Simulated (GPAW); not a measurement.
# Polarising a 9-layer slab of Pt(110) with a field along the normal

The dipole of the cell at several fields, atoms fixed. What does the strongest field give, and what length does the slope stand for?

Set-up. GPAW 26.7.0, plane waves (400 eV), PAW setups, PBE, 8×11 mesh, a dipole layer in the vacuum; geometry relaxed without an applied field with GPAW. The cell's area is 10.87 Å², and e/ε0 = 180.95 V Å.

What came out, but for one run:

```
field (V/Å)  dipole (e Å)
       −0.2       −0.1686
       −0.1       −0.0844
      −0.05       −0.0420
       0.05        0.0424
        0.1        0.0846
        0.2        0.1692
        0.3             ?
```

Q: What is the dipole at 0.3 V/Å?

A: A line through the 6 points has the slope α = 0.845 e Å per V/Å and the intercept p₀ = 0.0002 e Å (r.m.s. residual 8.7e−05). At 0.3 V/Å it gives p = 0.0002 + 0.845 × 0.3 = 0.2536 e Å; the run gives 0.2536 e Å, so the response stays linear to 0.0 % of the induced part. Dividing by ε0 and the area: α/(ε0 A) = 0.845 × 180.95 / 10.87 = 14.07 Å, against 11.19 Å between the outer nuclei. A metal screens fully, so the excess of 2.88 Å puts the image planes about 1.44 Å outside the outer atoms on average.

Caveats: This is the electronic response alone; ions that move would add to it in polar layers. No run was spin-polarised, so magnetic states weren't tested. Spin-orbit coupling is left out, which matters for the heavier atoms here.

[Logs are printed without paths, hosts, clocks, repeated set-up lines and the standing remarks that a program may print on its own settings, such as how far it seeks lower states.]
